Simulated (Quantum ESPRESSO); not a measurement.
# NiSO4: parallel and opposed starts, part 2 of 3

A self-consistent run ends on one state, which hangs on the start. Several orders of NiSO4 are started in Quantum ESPRESSO and their energies compared.

Quantum ESPRESSO 7.5; PBEsol with U = 6 eV on Ni d (ortho-atomic projectors); plane waves with GBRV 1.5 PBEsol potentials, no spin-orbit coupling.

So far, largest spin moment in the atom's sphere (μB): step 2 (start 1: ferro ++) 1.72.

**3. Run 2 (antiferro +−)**

pw.in reads:

```
&CONTROL
  calculation = 'scf'
  prefix = 'pwscf'
  outdir = './tmp'
  pseudo_dir = './pseudo'
  disk_io = 'nowf'
/
&SYSTEM
  ibrav = 0
  nat = 12
  ntyp = 4
  ecutwfc = 40
  ecutrho = 280
  nbnd = 63
  occupations = 'smearing'
  smearing = 'fd'
  degauss = 0.00367493
  nspin = 2
  starting_magnetization(1) = 0.1111
  starting_magnetization(2) = -0.1111
  starting_magnetization(3) = 0
  starting_magnetization(4) = 0
/
&ELECTRONS
  conv_thr = 2.4d-08
  electron_maxstep = 150
  mixing_beta = 0.3
/
ATOMIC_SPECIES
Ni1    58.6934 ni_pbesol_v1.4.uspp.F.UPF
Ni2    58.6934 ni_pbesol_v1.4.uspp.F.UPF
S      32.0600 s_pbesol_v1.4.uspp.F.UPF
O      15.9990 o_pbesol_v1.2.uspp.F.UPF
CELL_PARAMETERS angstrom
   2.5775000000   -3.9210000000    0.0000000000
   2.5775000000    3.9210000000    0.0000000000
   0.0000000000    0.0000000000    6.3380000000
ATOMIC_POSITIONS crystal
Ni1     0.0000000000    0.0000000000    0.0000000000
Ni2     0.0000000000    0.0000000000    0.5000000000
S       0.6400000000    0.3600000000    0.2500000000
S       0.3600000000    0.6400000000    0.7500000000
O       0.7500000000    0.2500000000    0.0500000000
O       0.2500000000    0.7500000000    0.5500000000
O       0.2500000000    0.7500000000    0.9500000000
O       0.7500000000    0.2500000000    0.4500000000
O       0.7700000000    0.7300000000    0.2500000000
O       0.2300000000    0.2700000000    0.7500000000
O       0.7300000000    0.7700000000    0.7500000000
O       0.2700000000    0.2300000000    0.2500000000
K_POINTS automatic
6 6 6 0 0 0
HUBBARD {ortho-atomic}
U Ni1-3d 6.0000
U Ni2-3d 6.0000
```

On the command line:

```sh
$ OMP_NUM_THREADS=1 mpirun -n 4 pw.x -nk 4 -in pw.in > pw.out
```

Log:

```text
[banner, memory and clock lines left out]
Program PWSCF v.7.5 starts

     Message from routine setup:
     using ibrav=0 with symmetry is DISCOURAGED, use correct ibrav instead

     bravais-lattice index     =            0
     lattice parameter (alat)  =       8.8672  a.u.
     unit-cell volume          =     864.5186 (a.u.)^3
     number of atoms/cell      =           12
     number of atomic types    =            4
     number of electrons       =        96.00
     number of Kohn-Sham states=           63
     kinetic-energy cutoff     =      40.0000  Ry
     charge density cutoff     =     280.0000  Ry
     scf convergence threshold =      2.4E-08
     mixing beta               =       0.3000
     number of iterations used =            8  plain     mixing
     Exchange-correlation= SLA  PW   PSX  PSC
                           (   1   4  10   8   0   0   0)
     Hubbard projectors: ortho-atomic
     Hubbard parameters of DFT+U (Dudarev formulation) in eV:
     U(Ni1-3d) =  6.0000
     U(Ni2-3d) =  6.0000

     Internal variables: lda_plus_u =T, lda_plus_u_kind = 0

     Internal variables: orbital_resolved =F, hub_pot_fix =F, apply_U = F

     celldm(1)=   8.867176  celldm(2)=   0.000000  celldm(3)=   0.000000
     celldm(4)=   0.000000  celldm(5)=   0.000000  celldm(6)=   0.000000

     crystal axes: (cart. coord. in units of alat)
               a(1) = (   0.549303  -0.835623   0.000000 )
               a(2) = (   0.549303   0.835623   0.000000 )
               a(3) = (   0.000000   0.000000   1.350721 )

     reciprocal axes: (cart. coord. in units 2 pi/alat)
               b(1) = (  0.910244 -0.598356  0.000000 )
               b(2) = (  0.910244  0.598356 -0.000000 )
               b(3) = ( -0.000000  0.000000  0.740345 )

     PseudoPot. # 1 for Ni read from file:
     ni_pbesol_v1.4.uspp.F.UPF
     Pseudo is Ultrasoft + core correction, Zval = 18.0

     PseudoPot. # 2 for Ni read from file:
     ni_pbesol_v1.4.uspp.F.UPF
     Pseudo is Ultrasoft + core correction, Zval = 18.0

     PseudoPot. # 3 for S  read from file:
     s_pbesol_v1.4.uspp.F.UPF
     Pseudo is Ultrasoft + core correction, Zval =  6.0

     PseudoPot. # 4 for O  read from file:
     o_pbesol_v1.2.uspp.F.UPF
     Pseudo is Ultrasoft + core correction, Zval =  6.0

     atomic species   valence    mass     pseudopotential
     Ni1              18.00    58.69340     Ni( 1.00)
     Ni2              18.00    58.69340     Ni( 1.00)
     S                 6.00    32.06000     S ( 1.00)
     O                 6.00    15.99900     O ( 1.00)

     Starting magnetic structure
     atomic species   magnetization
     Ni1             0.111
     Ni2            -0.111
     S               0.000
     O               0.000

      4 Sym. Ops., with inversion, found

   Cartesian axes

     site n.     atom                  positions (alat units)
         1        Ni1    tau(   1) = (   0.0000000   0.0000000   0.0000000  )
         2        Ni2    tau(   2) = (   0.0000000   0.0000000   0.6753607  )
         3        S      tau(   3) = (   0.5493033  -0.2339744   0.3376804  )
         4        S      tau(   4) = (   0.5493033   0.2339744   1.0130411  )
         5        O      tau(   5) = (   0.5493033  -0.4178115   0.0675361  )
         6        O      tau(   6) = (   0.5493033   0.4178115   0.7428968  )
         7        O      tau(   7) = (   0.5493033   0.4178115   1.2831854  )
         8        O      tau(   8) = (   0.5493033  -0.4178115   0.6078246  )
         9        O      tau(   9) = (   0.8239550  -0.0334249   0.3376804  )
        10        O      tau(  10) = (   0.2746517   0.0334249   1.0130411  )
        11        O      tau(  11) = (   0.8239550   0.0334249   1.0130411  )
        12        O      tau(  12) = (   0.2746517  -0.0334249   0.3376804  )

     number of k points=    68  Fermi-Dirac smearing, width (Ry)=  0.0037
                       cart. coord. in units 2pi/alat
        k(    1) = (   0.0000000   0.0000000   0.0000000), wk =   0.0046296
        k(    2) = (   0.0000000   0.0000000   0.1233908), wk =   0.0092593
        k(    3) = (   0.0000000   0.0000000   0.2467817), wk =   0.0092593
        k(    4) = (   0.0000000   0.0000000  -0.3701725), wk =   0.0046296
        k(    5) = (   0.1517073   0.0997260   0.0000000), wk =   0.0185185
        [... 63 further k-points ...]

     Dense  grid:    68401 G-vectors     FFT dimensions: (  48,  48,  64)

     Smooth grid:    29479 G-vectors     FFT dimensions: (  36,  36,  50)

     Check: negative core charge=   -0.000007
     Generating pointlists ...
     new r_m :   0.1746 (alat units)  1.5481 (a.u.) for type    1
     new r_m :   0.1746 (alat units)  1.5481 (a.u.) for type    2
     new r_m :   0.1348 (alat units)  1.1952 (a.u.) for type    3
     new r_m :   0.1348 (alat units)  1.1952 (a.u.) for type    4

     Initial potential from superposition of free atoms

     starting charge      91.9999, renormalised to      96.0000

     STARTING HUBBARD OCCUPATIONS:

     =================== HUBBARD OCCUPATIONS ===================
     ------------------------ ATOM    1 ------------------------
     Tr[ns(  1)] (up, down, total) =   5.00000  3.00000  8.00000
     Atomic magnetic moment for atom   1 =   2.00000
     [... lines left out ...]
     ------------------------ ATOM    2 ------------------------
     Tr[ns(  2)] (up, down, total) =   3.00000  5.00000  8.00000
     Atomic magnetic moment for atom   2 =  -2.00000
     [... lines left out ...]
     Number of occupied Hubbard levels =   16.0000

     Atomic wfc used for Hubbard projectors are orthogonalized

     Starting wfcs are   66 randomized atomic wfcs

     Self-consistent Calculation

     iteration #  1     ecut=    40.00 Ry     beta= 0.30
     Davidson diagonalization with overlap
     ethr =  1.00E-02,  avg # of iterations =  4.3

     =================== HUBBARD OCCUPATIONS ===================
     ------------------------ ATOM    1 ------------------------
     Tr[ns(  1)] (up, down, total) =   4.75796  2.45183  7.20980
     Atomic magnetic moment for atom   1 =   2.30613
     [... lines left out ...]
     ------------------------ ATOM    2 ------------------------
     Tr[ns(  2)] (up, down, total) =   2.45041  4.75804  7.20845
     Atomic magnetic moment for atom   2 =  -2.30763
     [... lines left out ...]
     Number of occupied Hubbard levels =   14.4182

     total energy              =    -989.23370556 Ry
     estimated scf accuracy    <       9.92572876 Ry

     total magnetization       =    -0.00 Bohr mag/cell
     absolute magnetization    =     4.95 Bohr mag/cell

     iteration #  2     ecut=    40.00 Ry     beta= 0.30
     Davidson diagonalization with overlap
     ethr =  1.00E-02,  avg # of iterations =  2.1

     total energy              =    -991.39356982 Ry
     estimated scf accuracy    <       1.49450379 Ry

     total magnetization       =     0.00 Bohr mag/cell
     absolute magnetization    =     3.47 Bohr mag/cell

     [... further iterations left out ...]

     iteration # 17     ecut=    40.00 Ry     beta= 0.30
     Davidson diagonalization with overlap
     ethr =  1.20E-10,  avg # of iterations =  1.0

     total energy              =    -991.64198369 Ry
     estimated scf accuracy    <       0.00000006 Ry

     total magnetization       =     0.00 Bohr mag/cell
     absolute magnetization    =     3.88 Bohr mag/cell

     iteration # 18     ecut=    40.00 Ry     beta= 0.30
     Davidson diagonalization with overlap
     ethr =  6.51E-11,  avg # of iterations =  2.1

     Magnetic moment per site  (integrated on atomic sphere of radius R)
     atom   1 (R=0.175)  charge= 15.3574  magn=  1.7079
     atom   2 (R=0.175)  charge= 15.3574  magn= -1.7079
     atom   3 (R=0.135)  charge=  1.3626  magn= -0.0000
     atom   4 (R=0.135)  charge=  1.3626  magn= -0.0000
     atom   5 (R=0.135)  charge=  4.2009  magn=  0.0124
     atom   6 (R=0.135)  charge=  4.2009  magn= -0.0124
     atom   7 (R=0.135)  charge=  4.2009  magn=  0.0124
     atom   8 (R=0.135)  charge=  4.2009  magn= -0.0124
     atom   9 (R=0.135)  charge=  4.1836  magn= -0.0000
     atom  10 (R=0.135)  charge=  4.1836  magn= -0.0000
     atom  11 (R=0.135)  charge=  4.1836  magn= -0.0000
     atom  12 (R=0.135)  charge=  4.1836  magn= -0.0000

     End of self-consistent calculation

     =================== HUBBARD OCCUPATIONS ===================
     ------------------------ ATOM    1 ------------------------
     Tr[ns(  1)] (up, down, total) =   4.97058  3.21934  8.18992
     Atomic magnetic moment for atom   1 =   1.75123
     [... lines left out ...]
     ------------------------ ATOM    2 ------------------------
     Tr[ns(  2)] (up, down, total) =   3.21935  4.97058  8.18992
     Atomic magnetic moment for atom   2 =  -1.75123
     [... lines left out ...]
     Number of occupied Hubbard levels =   16.3798

     Number of k-points >= 100: set verbosity='high' to print the bands.

     the Fermi energy is     7.8607 ev

!    total energy              =    -991.64198411 Ry
     estimated scf accuracy    <          9.2E-09 Ry
     smearing contrib. (-TS)   =      -0.00000000 Ry
     internal energy E=F+TS    =    -991.64198411 Ry

     The total energy is F=E-TS. E is the sum of the following terms:
     one-electron contribution =    -699.47320749 Ry
     hartree contribution      =     397.17078928 Ry
     xc contribution           =    -144.95750391 Ry
     ewald contribution        =    -544.50167412 Ry
     Hubbard energy            =       0.11961213 Ry

     total magnetization       =     0.00 Bohr mag/cell
     absolute magnetization    =     3.88 Bohr mag/cell

     convergence has been achieved in  18 iterations
```

It took 4.1 min on 4 MPI ranks of Arm Neoverse V2, shared host; peak memory 1.3 GiB; 16 min of CPU time.

Spin moment in the atom's sphere by atom:

```tsv
atom	spin moment in the atom's sphere (μB)
Ni1	1.71
Ni2	-1.71
S3	0.00
S4	0.00
O5	0.01
O6	-0.01
O7	0.01
O8	-0.01
O9	0.00
O10	0.00
O11	0.00
O12	0.00
```

This step gave:

| Property | Result |
| --- | --- |
| smearing term TS | 1.76e-14 eV |
| magnetization | 0 μB |
| absolute magnetization | 3.881 μB |
| final state | antiferromagnetic |

Spin density in the bc plane of the conventional cell at fractional x = 0.000, with atoms of Ni and S and O within 0.2 Å of it.

Ten even steps from '_' (-4.9 e/Å³) to '@' (4.7 e/Å³), each cell a mean:
```
##++++++++++++++++++++++++++++++++++++++++##
++++++++++++++++++++++++++++++++++++++++++++
++++++++++++++++++++++++++++++++++++++++++++
++++++++++++++++++++++++++++++++++++++++++++
++++++++++++++++++++++++++++++++++++++++++++
++++++++++++++++++++++++++++++++++++++++++++
==++++++++++++++++++++++++++++++++++++++++++
::====++++++++++++++++++++++++++++++++++==--
__::==++++++++++++++++++++++++++++++++++==..
======++++++++++++++++++++++++++++++++++++==
++++++++++++++++++++++++++++++++++++++++++++
++++++++++++++++++++++++++++++++++++++++++++
++++++++++++++++++++++++++++++++++++++++++++
++++++++++++++++++++++++++++++++++++++++++++
++++++++++++++++++++++++++++++++++++++++++++
++++++++++++++++++++++++++++++++++++++++++++
@@##++++++++++++++++++++++++++++++++++++++%%
```
Columns run along b (7.8 Å), rows up along c (6.3 Å), edges of the conventional cell, whose origin can differ from the input's. Atoms in or near the plane, at fractional coordinates: Ni at (0.00, 0.00), Ni at (0.00, 0.50), S at (0.36, 0.25), S at (0.64, 0.75), O at (0.25, 0.05), O at (0.75, 0.55), O at (0.75, 0.95), O at (0.25, 0.45).

Valence density in the bc plane of the conventional cell at fractional x = 0.000, with atoms of Ni and S and O within 0.2 Å of it. It is the smooth field of the valence electrons, not physical close to the nuclei.

Values in e/Å³, 9 rows by 16 columns, each cell a mean:
```
14  2  0  1  1  0  0  0  0  0  1  4  6  2  1  9
 0  0  0  0  0  0  0  0  0  1  1  2  1  0  0  0
 0  0  0  0  0  0  0  0  0  1  1  1  1  0  0  0
 6  1  0  0  0  0  0  0  0  0  1  4  4  1  0  4
29  3  1  4  5  1  0  0  0  0  1  3  4  1  1 19
 2  0  1  2  3  2  1  0  0  0  0  0  0  0  0  1
 0  0  0  0  1  1  1  1  0  0  0  0  0  0  0  0
 1  0  0  1  2  1  1  0  0  0  0  0  0  0  0  0
22  2  1  4  6  2  0  0  0  0  0  2  2  1  1 15
```
Columns run along b (7.8 Å), rows up along c (6.3 Å), edges of the conventional cell, whose origin can differ from the input's. Atoms in or near the plane, at fractional coordinates: Ni at (0.00, 0.00), Ni at (0.00, 0.50), S at (0.36, 0.25), S at (0.64, 0.75), O at (0.25, 0.05), O at (0.75, 0.55), O at (0.75, 0.95), O at (0.25, 0.45).

**4. Energies of the orders**

An order is kept where moments of 0.15 μB or more survive with the typed signs; meshes match where a doubled cell samples the same k points as the first cell.

Orders:

```tsv
start	final state	typed order kept	energy over the lowest (meV a seeded atom)	largest site moment (μB)	net moment (μB a cell of the first run)	mesh matched	CPU time (s)
ferro ++	ferromagnetic	yes	15.7	1.717	4	yes	792.3
antiferro +-	antiferromagnetic	yes	0	1.708	0	yes	980.6
```

**5. The lowest state again, with its states saved**

pw.in: that of step 3 with these lines changed.

```diff
@@ -5,3 +5,3 @@
   pseudo_dir = './pseudo'
-  disk_io = 'nowf'
+  disk_io = 'low'
 /
@@ -9,2 +9,3 @@
   ibrav = 0
+  celldm(1) = 8
   nat = 12
@@ -13,3 +14,3 @@
   ecutrho = 280
-  nbnd = 63
+  nbnd = 67
   occupations = 'smearing'
@@ -33,6 +34,6 @@
 O      15.9990 o_pbesol_v1.2.uspp.F.UPF
-CELL_PARAMETERS angstrom
-   2.5775000000   -3.9210000000    0.0000000000
-   2.5775000000    3.9210000000    0.0000000000
-   0.0000000000    0.0000000000    6.3380000000
+CELL_PARAMETERS alat
+   0.6088461357779   -0.9262020168322    0.0000000000000
+   0.6088461357779    0.9262020168322    0.0000000000000
+   0.0000000000000    0.0000000000000    1.4971355222348
 ATOMIC_POSITIONS crystal
```

Log:

```text
     [... lines left out ...]
Program PWSCF v.7.5 starts
     [... lines left out ...]
     number of atoms/cell      =           12
     [... lines left out ...]
     number of electrons       =        96.00
     number of Kohn-Sham states=           67
     kinetic-energy cutoff     =      40.0000  Ry
     charge density cutoff     =     280.0000  Ry
     scf convergence threshold =      2.4E-08
     [... lines left out ...]
      4 Sym. Ops., with inversion, found
     [... lines left out ...]
     number of k points=    68  Fermi-Dirac smearing, width (Ry)=  0.0037
     [... lines left out ...]
     iteration # 18     ecut=    40.00 Ry     beta= 0.30
     [... lines left out ...]
     Magnetic moment per site  (integrated on atomic sphere of radius R)
     atom   1 (R=0.194)  charge= 15.3574  magn=  1.7079
     atom   2 (R=0.194)  charge= 15.3574  magn= -1.7079
     atom   3 (R=0.149)  charge=  1.3626  magn= -0.0000
     atom   4 (R=0.149)  charge=  1.3626  magn= -0.0000
     atom   5 (R=0.149)  charge=  4.2009  magn=  0.0124
     atom   6 (R=0.149)  charge=  4.2009  magn= -0.0124
     atom   7 (R=0.149)  charge=  4.2009  magn=  0.0124
     atom   8 (R=0.149)  charge=  4.2009  magn= -0.0124
     atom   9 (R=0.149)  charge=  4.1836  magn=  0.0000
     atom  10 (R=0.149)  charge=  4.1836  magn=  0.0000
     atom  11 (R=0.149)  charge=  4.1836  magn=  0.0000
     atom  12 (R=0.149)  charge=  4.1836  magn=  0.0000
     [... lines left out ...]
     Tr[ns(  1)] (up, down, total) =   4.97058  3.21933  8.18991
     [... lines left out ...]
     Tr[ns(  2)] (up, down, total) =   3.21933  4.97058  8.18991
     [... lines left out ...]
     the Fermi energy is     8.5628 ev
!    total energy              =    -991.64198411 Ry
     estimated scf accuracy    <       0.00000001 Ry
     smearing contrib. (-TS)   =      -0.00000000 Ry
     [... lines left out ...]
     total magnetization       =     0.00 Bohr mag/cell
     absolute magnetization    =     3.88 Bohr mag/cell
     convergence has been achieved in  18 iterations
```

Run time: 4.4 min. Hardware: 4 MPI ranks; peak memory 1.3 GiB.

Numbers from this step:

```yaml
smearing_term_ts: 2.00e-12 eV
magnetization: 0 μB
absolute_magnetization: 3.881 μB
final_state: antiferromagnetic
largest_moment: 1.708 μB
```

(Continued in part 3 of 3.)

[Logs and program files are shortened in this print: banners, set-up blocks, solver, clock and traceback lines can be left out without a mark of their own.]

[Logs are printed without paths, hosts, clocks, repeated set-up lines and the standing remarks that a program may print on its own settings, such as how far it seeks lower states.]

[Hosts, paths, dates, database ids (printed as entryN), source tags and the programs' standing remarks are cut or masked in the printed files.]

[Where a cell is said to come from a database of computed structures, the database is the Materials Project.]
